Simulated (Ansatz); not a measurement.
# How fast states decay through K4LiI5, part 2 of 3

A new crystal, K4LiI5: structure, gap and complex bands. It is built by putting Li for Na, I for Cl in the K4NaCl5 structure of space group Immm, with the volume rescaled by atomic radii. The parent structure comes from the Materials Project.

Ansatz 0.2.0; PBE DFT, plane waves, PAW files (the session's first sound run).

So far. Step 2 (Cell and atoms at rest): The largest force component on a free atom ends at 0.0023 eV/Å.

The structure was built from a prototype and need not be the compound's stable phase.

## (3) The bulk crystal and its band edges

The energy window and the wavevectors of the next steps follow from the band edges, so these are searched first, off the mesh as well.

input.yaml reads:

```yaml
crystal:
  lattice:
    - [-2.411271891, 3.5323245694, 12.4395648133]
    - [2.411271891, -3.5323245694, 12.4395648133]
    - [2.411271891, 3.5323245694, -12.4395648133]
  atoms:
    - { symbol: K, position: [0.5984496104, 0.5984496104, 0.0] }
    - { symbol: K, position: [0.1919888256, 0.1919888256, 0.0] }
    - { symbol: K, position: [0.8080111744, 0.8080111744, 0.0] }
    - { symbol: K, position: [0.4015503896, 0.4015503896, 0.0] }
    - { symbol: Li, position: [0.0, 0.0, 0.0] }
    - { symbol: I, position: [0.2971467565, 0.7971467565, 0.5] }
    - { symbol: I, position: [0.9167735434, 0.4167735434, 0.5] }
    - { symbol: I, position: [0.5, 0.0, 0.5] }
    - { symbol: I, position: [0.0832264566, 0.5832264566, 0.5] }
    - { symbol: I, position: [0.7028532435, 0.2028532435, 0.5] }
kpoints:
  mp_grid: { grid: [6, 6, 6] }
  band_path: { path: [VBM, CBM], npoints: 30 }
scf:
  occupations: { method: fixed }
hamiltonian:
  xc: pbe
output:
  eigenvalues: true
  write_potential: true
  write_density: true
  volumetric_format: npy
  elf: true
```

Launch:

```console
> ansatz run input.yaml --threads 2 --pin off --max-ram 4096MiB --backend cpu --events-out ev --progress --plain --runs-dir out
```

Numbers of over 12 decimals in the logs are rounded to 6 here.

Log:

```text
[...]
Crystal: 10 atoms, lattice volume = 423.811 Å³
Basis set: ecut = 420 eV, 8247 PW (Γ), FFT grids on a1−a2, a2, a2+a3
Bands: 75, of which v1, the nominal top of the filled ones, is band 62 counted from 1 (61 counted from 0)
Symmetry: 8 space group operations
[...]
k-points: 46 of 216
[...]
SCF iter   1: F=—  HF=-43934.459163 eV  |F-HF|=—  |Δ(HF+E_count)|=         —  Δρ=4.39e-4  dr2=3.41e-3  ethr=1.77e-3  ⟨swp⟩=6.2  Hψ=12068  notcnv=0  defer=463
[...]
SCF iter   6: F=-43934.456717 eV  HF=-43934.456717 eV  |F-HF|=1.10e-8  |Δ(HF+E_count)|=   2.98e-7  Δρ=3.45e-6  dr2=4.54e-8  ethr=8.06e-11  ⟨swp⟩=21.0  Hψ=23489  notcnv=0
SCF 1 converged in 6 iterations: F = -43934.456717 eV  dr2 = 4.54e-8
[...]
NSCF: frozen V_eff on 46 k-points
[...]
SCF converged after 6 iterations
Free energy (F): -43934.456717 eV
[...]
Internal energy: -43934.456717 eV  (E = F + TS)
E sigma→0 (E₀):  -43934.456717 eV
Fermi energy:    2.311508 eV
[...]
--- Band table (eV; the first three rows and the last of 46) ---
  k-point 0: bands = [... 58 lower, 2.0583, 2.1996, 2.2976, 2.3115, 5.9740, 7.3719, 7.4333, 7.5933, ... 9 higher]
  k-point 1: bands = [... 58 lower, 1.9187, 2.0064, 2.1423, 2.2325, 6.6045, 7.5402, 7.7025, 7.9687, ... 9 higher]
  k-point 2: bands = [... 58 lower, 1.8859, 1.9148, 2.0618, 2.1281, 7.3202, 7.6915, 7.9604, 7.9842, ... 9 higher]
  k-point 45: bands = [... 58 lower, 1.9989, 2.1316, 2.2703, 2.2908, 6.5231, 6.5900, 7.2111, 7.7107, ... 9 higher]
```

Wall time 35 s (2 threads of AMD EPYC 9R45, shared host); peak memory 1.6 GiB.

This step gave:

| Item | Value |
| --- | --- |
| Fermi energy | 2.312 eV |
| gap on the k-mesh | 3.663 eV |
| gap on path | 3.663 eV, by band count; negative where bands overlap |
| direct gap on path | 3.663 eV |
| edge places on path | 0, 0 1/A along the path |

Levels at VBM (eV): -1.36, -1.29, -1.10, -1.07, -0.95, -0.65, -0.64, -0.57, -0.44, -0.43, -0.32, -0.25, -0.11, -0.01, 0.00, 3.66, 5.06, 5.12, 5.28, 5.80, 5.91, 5.95, 6.08, 6.09, 6.55, 6.69, 6.71, 6.92.

Valence density in the ab plane of the cell as run, not the conventional one, at fractional z = 0.000, with atoms of K and Li within 0.2 Å of it. It is the smooth field of the valence electrons, not physical close to the nuclei.

Ten steps, logarithmic in the rise over the least value, from '0' (0.0 e/Å³) to '9' (6.0 e/Å³), each cell a mean:
```
9950000000000000000000001110000000006
2541000000000000000000002344310000000
0000000000000000000000001467753100000
0000000000000000000000000257887520000
0000000000000000000000000025899863000
0000000000000000111000000001478886300
0000000000000000134431000000025676420
0000000000000000135776310000000234321
0000000000000000014788863000000001110
0000000000000000001478987410000000000
0000000001221000000136888641000000000
0000000002455420000002467752000000000
0000000001367864200000013443100000000
0000000000147898630000000111100000000
0000000000014789874100000000000000000
0122100000000368886310000000000000000
0135542000000013566420000000000000000
0135787520000000123321000000000000000
0014789874100000000000000000000000000
0001378997410000000000000000000000000
0000025788741000000000000000000000000
0000001356653100000000000000000000110
2000000012332100000000000000000000366
9500000000001000000000000000000000179
```
Columns run along a (13.2 Å), rows up along b (13.2 Å). Atoms in or near the plane, at fractional coordinates: K at (0.60, 0.60), K at (0.19, 0.19), K at (0.81, 0.81), K at (0.40, 0.40), Li at (0.00, 0.00).

Electrostatic potential energy in the ab plane of the cell as run, not the conventional one, at fractional z = 0.000, with atoms of K and Li within 0.2 Å of it. With pseudopotentials it is smooth inside the atoms' cores, unlike the true potential.

Ten even steps from '0' (-38 eV) to '9' (8 eV), each cell a mean:
```
2258999999999999999999999899999999985
7557899999999999999999998877899999999
9988899999999999999999999752358999999
9999999999999999999999999861002689999
9999999999999999999999999986200048999
9999999999999999999999999999741005899
9999999999999999887789999999987434789
9999999999999999985335899999999887789
9999999999999999997300158999999999999
9999999999999999999730003799999999999
9999999999889999999984100479999999999
9999999998766789999999753368999999999
9999999999741147999999998778999999999
9999999999972001589999999999999999999
9999999999997300037999999999999999999
9988999999999852004899999999999999999
9886678999999998645789999999999999999
9985213689999999988889999999999999999
9997300047999999999999999999999999999
9999740002799999999999999999999999999
9999986200379999999999999999999999999
9999999864468999999999999999999988788
7999999998888999999999999999999998545
2589999999999999999999999999999999741
```
Columns run along a (13.2 Å; values clipped at the 3rd and 97th percentile), rows up along b (13.2 Å). Atoms in or near the plane, at fractional coordinates: K at (0.60, 0.60), K at (0.19, 0.19), K at (0.81, 0.81), K at (0.40, 0.40), Li at (0.00, 0.00).

ELF in the ab plane of the cell as run, not the conventional one, at fractional z = 0.000, with atoms of K and Li within 0.2 Å of it. It is the smooth field of the valence electrons, not physical close to the nuclei.

Ten even steps from '0' (0.11 × 1e-1) to '9' (9.75 × 1e-1), each cell a mean:
```
9950011221000000000000001110000000004
1451001223210000122100002566310000000
0000000012221000023321001688874100000
1110000000111000001333100278878620000
1221000000000000000012210027876884000
1232100000000000111000000001588888400
0123210000110000256641000000026888730
0001210000122100058887410000000246631
0000000000012220016887873000010000110
0000000000000111001687688510012210000
0011000001221000000047888851012331000
0013310003677520000001578884001233200
0002332001688885100000014664100012210
0000233200168878730000000011000000100
0000011110015876885001221000000000000
0122100000000378888500122200000010000
0257752000000014788730001210000122100
0058888620000000135530000011000012320
0015887885000011000000000000000001232
1001588678610012220000000000000000122
1000037888861002333100001111000000001
0000001478874000123210000123210000100
1000000013553100001110000012322100475
9400001100000000000000000000121100079
```
Columns run along a (13.2 Å), rows up along b (13.2 Å). Atoms in or near the plane, at fractional coordinates: K at (0.60, 0.60), K at (0.19, 0.19), K at (0.81, 0.81), K at (0.40, 0.40), Li at (0.00, 0.00).

The searched edges give 3.66 eV, as on the mesh.

## (4) Decaying states in the gap

This step: PBE DFT, plane waves, PAW files; complex bands by layer matching along the plane's normal (Ansatz 0.2.0).

The same crystal is laid in a cell whose first two vectors span the (001) plane (indices of the standard conventional cell, whose axes can be ordered otherwise than in the bulk input). At fixed energy and wavevector in the plane the solver finds all kz, real and complex. A few wavevectors are listed, (0, 0) and (0.5, 0) in units of the plane's reciprocal vectors; the slowest state needn't be among them.

input.yaml reads:

```yaml
crystal:
  lattice:
    - [4.822543782, 0.0, 0.0]
    - [0.0, 7.064649139, 0.0]
    - [2.411271891, 3.532324569, 12.439564813]
  atoms:
    - { symbol: K, position: [0.4015503896, 0.4015503896, 0.1968992208] }
    - { symbol: K, position: [0.8080111744, 0.8080111744, 0.3839776512] }
    - { symbol: K, position: [0.1919888256, 0.1919888256, 0.6160223488] }
    - { symbol: K, position: [0.5984496104, 0.5984496104, 0.8031007792] }
    - { symbol: Li, position: [0.0, 0.0, 0.0] }
    - { symbol: I, position: [0.2028532435, 0.7028532435, 0.594293513] }
    - { symbol: I, position: [0.5832264566, 0.0832264566, 0.8335470868] }
    - { symbol: I, position: [0.0, 0.5, 0.0] }
    - { symbol: I, position: [0.4167735434, 0.9167735434, 0.1664529132] }
    - { symbol: I, position: [0.7971467565, 0.2971467565, 0.405706487] }
kpoints:
  mp_grid: { grid: [6, 6, 6] }
scf:
  occupations: { method: fixed }
hamiltonian:
  xc: pbe
output:
  eigenvalues: true
  transmission:
    leads: [[0, 0]]
    kpoints: [[0.0, 0.0], [0.5, 0.0]]
    e_range: [-1.0, 4.66]
    de: 0.14
```

Log:

```text
[...]
Crystal: 10 atoms, lattice volume = 423.811 Å³
Basis set: ecut = 420 eV, 8247 PW (Γ)
Bands: 75, of which v1, the nominal top of the filled ones, is band 62 counted from 1 (61 counted from 0)
Symmetry: 8 space group operations
[...]
k-points: 46 of 216
[...]
SCF iter   1: F=—  HF=-43934.459111 eV  |F-HF|=—  |Δ(HF+E_count)|=         —  Δρ=4.35e-4  dr2=3.40e-3  ethr=1.77e-3  ⟨swp⟩=6.1  Hψ=11979  notcnv=0  defer=467
[...]
SCF iter   6: F=-43934.456701 eV  HF=-43934.456701 eV  |F-HF|=8.24e-9  |Δ(HF+E_count)|=   3.00e-7  Δρ=3.53e-6  dr2=4.78e-8  ethr=8.06e-11  ⟨swp⟩=21.1  Hψ=23534  notcnv=0
SCF 1 converged in 6 iterations: F = -43934.456701 eV  dr2 = 4.78e-8
[...]
transmission: 18 of 36 steps passed
transmission: 36 of 36 steps passed
SCF converged after 6 iterations
Free energy (F): -43934.456701 eV
[...]
Internal energy: -43934.456701 eV  (E = F + TS)
E sigma→0 (E₀):  -43934.456701 eV
Fermi energy:    2.311495 eV
[...]
--- Band table (eV; the first three rows and the last of 46) ---
  k-point 0: bands = [... 58 lower, 2.0583, 2.1996, 2.2976, 2.3115, 5.9740, 7.3718, 7.4333, 7.5933, ... 9 higher]
  k-point 1: bands = [... 58 lower, 2.0808, 2.1459, 2.2919, 2.3068, 6.0523, 7.1593, 7.4511, 7.6233, ... 9 higher]
  k-point 2: bands = [... 58 lower, 2.0143, 2.1153, 2.2785, 2.2966, 6.2632, 6.8727, 7.2783, 7.7500, ... 9 higher]
  k-point 45: bands = [... 58 lower, 1.8211, 1.9379, 2.0451, 2.1500, 7.3351, 7.6947, 7.9353, 8.0436, ... 9 higher]
--- Transmission ---
  basis      : 295 plane waves across, 18 finite elements along
  points     : 2, as listed
  energies   : 41 from -1.000000 to 4.600000 eV about the Fermi level, 0.140000 eV apart; the leads are filled to 1.831244 eV, and channels, transmission and decay are at 1.800000 eV
  crystal 0  : K4I5Li1, at the sites [0, 0], period 12.4396 Å: whole cells are its period
    offset         : up to 0.0000 Å between an atom of the period and one for which it stands
    channels       : 0.000000e0 a spin
    conductance    : none, the energies end too early or step too widely for 300 K: set another output.transmission.e_range or a lower de, or, where they end at an eighth of basis.ecutwfc, a higher one
    slowest decay  : 0.2869 /Å at (0.0000, 0.0000)
```

Wall time 50 s (2 threads); peak memory 1.5 GiB; 84 s of CPU time.

This step gave:

```
Fermi energy                                              : 2.311 eV
gap on the k-mesh                                         : 3.662 eV
level to which the leads are filled                       : 1.831 eV from the Fermi level
decay constant at the filling level, zone centre          : 0.2869 Å⁻¹
decay constant at the filling level, slowest listed point : 0.2869 Å⁻¹
```

K parallel (0, 0); values up to 1.449 1/Å, a degenerate pair printed once or twice; energies at which all values exceed this have no row. The Im kz of the slowest decaying states by energy, zero at the highest filled level on the SCF mesh:

| energy (eV) | decay 1 (Å⁻¹) | decay 2 (Å⁻¹) | decay 3 (Å⁻¹) | decay 4 (Å⁻¹) |
| --- | --- | --- | --- | --- |
| -1.00 | 0.0376 | 0.0603 | 0.580 | 0.593 |
| -0.72 | 0.00831 | 0.0743 | 0.375 | 0.482 |
| -0.44 | 0.0357 | 0.0507 | 0.101 | 0.130 |
| -0.16 | 0.0827 | 0.175 | 0.228 | 0.479 |
| -0.02 | 0.104 | 0.259 | 0.511 | 0.938 |
| 0.12 | 0.158 | 0.283 | 0.327 | 0.333 |
| 0.40 | 0.217 | 0.317 | 0.527 | 0.577 |
| 0.68 | 0.250 | 0.339 | 0.579 | 0.711 |
| 0.96 | 0.271 | 0.354 | 0.611 | 0.674 |
| 1.24 | 0.283 | 0.363 | 0.632 | 0.677 |
| 1.52 | 0.288 | 0.367 | 0.646 | 0.694 |
| 1.80 | 0.287 | 0.368 | 0.654 | 0.731 |
| 2.08 | 0.281 | 0.365 | 0.658 | 0.724 |
| 2.36 | 0.269 | 0.360 | 0.658 | 0.713 |
| 2.64 | 0.251 | 0.351 | 0.655 | 0.700 |
| 2.92 | 0.225 | 0.339 | 0.650 | 0.668 |
| 3.20 | 0.186 | 0.325 | 0.627 | 0.642 |
| 3.48 | 0.123 | 0.306 | 0.583 | 0.631 |
| 3.76 | 0.284 | 0.534 | 0.618 | 0.620 |
| 4.04 | 0.256 | 0.479 | 0.593 | 0.599 |
| 4.32 | 0.219 | 0.417 | 0.554 | 0.563 |
| 4.60 | 0.165 | 0.346 | 0.508 | 0.528 |

K parallel (0.5, 0); values up to 1.449 1/Å, a degenerate pair printed once or twice; energies at which all values exceed this have no row. Im kz of the slowest decaying states against energy, zero at the highest filled level on the SCF mesh:

| energy (eV) | decay 1 (Å⁻¹) | decay 2 (Å⁻¹) | decay 3 (Å⁻¹) | decay 4 (Å⁻¹) |
| --- | --- | --- | --- | --- |
| -1.00 | 0.313 | 0.530 | - | - |
| -0.72 | 0.145 | 0.227 | 0.317 | 1.45 |
| -0.58 | 0.132 | 0.141 | 0.317 | 1.44 |
| -0.30 | 0.238 | 0.360 | 0.398 | 1.43 |
| -0.16 | 0.296 | 0.400 | 0.466 | 1.42 |
| -0.02 | 0.363 | 0.428 | 0.509 | 1.41 |
| 0.12 | 0.400 | 0.449 | 0.540 | 1.41 |
| 0.40 | 0.445 | 0.480 | 0.578 | 1.39 |
| 0.54 | 0.460 | 0.491 | 0.590 | 1.38 |
| 0.82 | 0.481 | 0.506 | 0.604 | 1.37 |
| 0.96 | 0.489 | 0.511 | 0.608 | 1.36 |
| 1.24 | 0.499 | 0.517 | 0.609 | 1.34 |
| 1.52 | 0.504 | 0.519 | 0.605 | 1.32 |
| 1.66 | 0.505 | 0.519 | 0.601 | 1.31 |
| 1.94 | 0.504 | 0.515 | 0.590 | 1.29 |
| 2.08 | 0.503 | 0.512 | 0.583 | 1.28 |
| 2.36 | 0.498 | 0.503 | 0.566 | 1.26 |
| 2.64 | 0.491 | 0.492 | 0.545 | 1.24 |
| 2.78 | 0.485 | 0.487 | 0.533 | 1.23 |
| 3.06 | 0.469 | 0.476 | 0.506 | 1.20 |
| 3.20 | 0.459 | 0.470 | 0.491 | 1.19 |
| 3.48 | 0.437 | 0.456 | 0.457 | 1.16 |
| 3.76 | 0.412 | 0.417 | 0.439 | 1.14 |
| 3.90 | 0.394 | 0.397 | 0.430 | 1.12 |
| 4.18 | 0.341 | 0.362 | 0.409 | 1.09 |
| 4.32 | 0.309 | 0.342 | 0.398 | 1.07 |
| 4.60 | 0.228 | 0.291 | 0.372 | 1.04 |

At the listed wavevectors the last open channel is at -0.02 eV and the next at +3.76 eV on the grid. At +1.80 eV, the grid energy nearest the filling level (the middle of the gap on the SCF mesh), the slowest state at the listed wavevectors decays with κ = 0.287 Å⁻¹, its amplitude falling by e over 3.5 Å. Through 1 nm of this crystal that state's transmission falls by exp(−2 × 0.287 Å⁻¹ × 10 Å) = 0.0032.

## (5) Decay over the two-dimensional zone

The listed points could miss the slowest state, so one energy near mid-gap is solved on a mesh of 8×6.

Changes to input.yaml since step 4:

```diff
@@ -24,6 +24,2 @@
   eigenvalues: true
-  transmission:
-    leads: [[0, 0]]
-    kpoints: [[0.0, 0.0], [0.5, 0.0]]
-    e_range: [-1.0, 4.66]
-    de: 0.14
+  transmission: { leads: [[0, 0]], kmesh: [8, 6], e_range: [1.83, 1.84], de: 0.05 }
```

Log:

```text
[...]
Crystal: 10 atoms, lattice volume = 423.811 Å³
Basis set: ecut = 420 eV, 8247 PW (Γ)
Bands: 75, of which v1, the nominal top of the filled ones, is band 62 counted from 1 (61 counted from 0)
Symmetry: 8 space group operations
[...]
k-points: 46 of 216
[...]
SCF iter   1: F=—  HF=-43934.459111 eV  |F-HF|=—  |Δ(HF+E_count)|=         —  Δρ=4.35e-4  dr2=3.40e-3  ethr=1.77e-3  ⟨swp⟩=6.1  Hψ=11979  notcnv=0  defer=467
[...]
SCF iter   6: F=-43934.456701 eV  HF=-43934.456701 eV  |F-HF|=8.24e-9  |Δ(HF+E_count)|=   3.00e-7  Δρ=3.53e-6  dr2=4.78e-8  ethr=8.06e-11  ⟨swp⟩=21.1  Hψ=23534  notcnv=0
SCF 1 converged in 6 iterations: F = -43934.456701 eV  dr2 = 4.78e-8
[...]
transmission: 64 of 320 steps passed
transmission: 128 of 320 steps passed
[...]
transmission: 320 of 320 steps passed
SCF converged after 6 iterations
Free energy (F): -43934.456701 eV
[...]
Internal energy: -43934.456701 eV  (E = F + TS)
E sigma→0 (E₀):  -43934.456701 eV
Fermi energy:    2.311495 eV
[...]
--- Band table (eV; the first three rows and the last of 46) ---
  k-point 0: bands = [... 58 lower, 2.0583, 2.1996, 2.2976, 2.3115, 5.9740, 7.3718, 7.4333, 7.5933, ... 9 higher]
  k-point 1: bands = [... 58 lower, 2.0808, 2.1459, 2.2919, 2.3068, 6.0523, 7.1593, 7.4511, 7.6233, ... 9 higher]
  k-point 2: bands = [... 58 lower, 2.0143, 2.1153, 2.2785, 2.2966, 6.2632, 6.8727, 7.2783, 7.7500, ... 9 higher]
  k-point 45: bands = [... 58 lower, 1.8211, 1.9379, 2.0451, 2.1500, 7.3351, 7.6947, 7.9353, 8.0436, ... 9 higher]
--- Transmission ---
  basis      : 295 plane waves across, 16 finite elements along
  points     : 20, standing for a mesh of 8 x 6
  energies   : 1 from 1.830000 to 1.830000 eV about the Fermi level; the leads are filled to 1.831244 eV, and channels, transmission and decay are at 1.830000 eV
  crystal 0  : K4I5Li1, at the sites [0, 0], period 12.4396 Å: whole cells are its period
[...]
channels       : 0.000000e0 a spin
    conductance    : none, crystal 0 has no channel at the energies, or these end too early or step too widely for 300 K: set another output.transmission.e_range or a lower de, or, where they end at an eighth of basis.ecutwfc, a higher one
    slowest decay  : 0.2865 /Å at (0.0000, 0.0000)
```

The job ended after 54 s (2 threads; peak memory 2 GiB).

Numbers from this step:

```
least decay constant on the mesh : 0.2865 Å⁻¹
```

Slowest decay constant (1/Å; 0 where a channel is open) over k1 and k2. At 1.8300 eV from the Fermi level.

Values, 6 rows by 8 columns:
```
0.477 0.456 0.409 0.366 0.351 0.366 0.409 0.456
0.497 0.469 0.408 0.340 0.311 0.340 0.408 0.469
0.505 0.471 0.409 0.324 0.286 0.324 0.409 0.471
0.497 0.469 0.408 0.340 0.311 0.340 0.408 0.469
0.477 0.456 0.409 0.366 0.351 0.366 0.409 0.456
0.466 0.450 0.415 0.381 0.369 0.381 0.415 0.450
```
Columns: k1 (b1) from -0.5 to 0.375; rows upwards: k2 (b2) from -0.5 to 0.333.

The least value on the mesh is 0.286 Å⁻¹ at +1.83 eV. At that energy the listed points give about 0.286 Å⁻¹ by interpolation, so the mesh holds no clearly slower state.

(Continued in part 3 of 3.)

[Logs are printed without paths, hosts, clocks, repeated set-up lines and the standing remarks that a program may print on its own settings, such as how far it seeks lower states.]

[Hosts, paths, dates, database ids (printed as entryN), source tags and the programs' standing remarks are cut or masked in the printed files.]

[New means built here by substitution; the compound itself may be known and measured.]
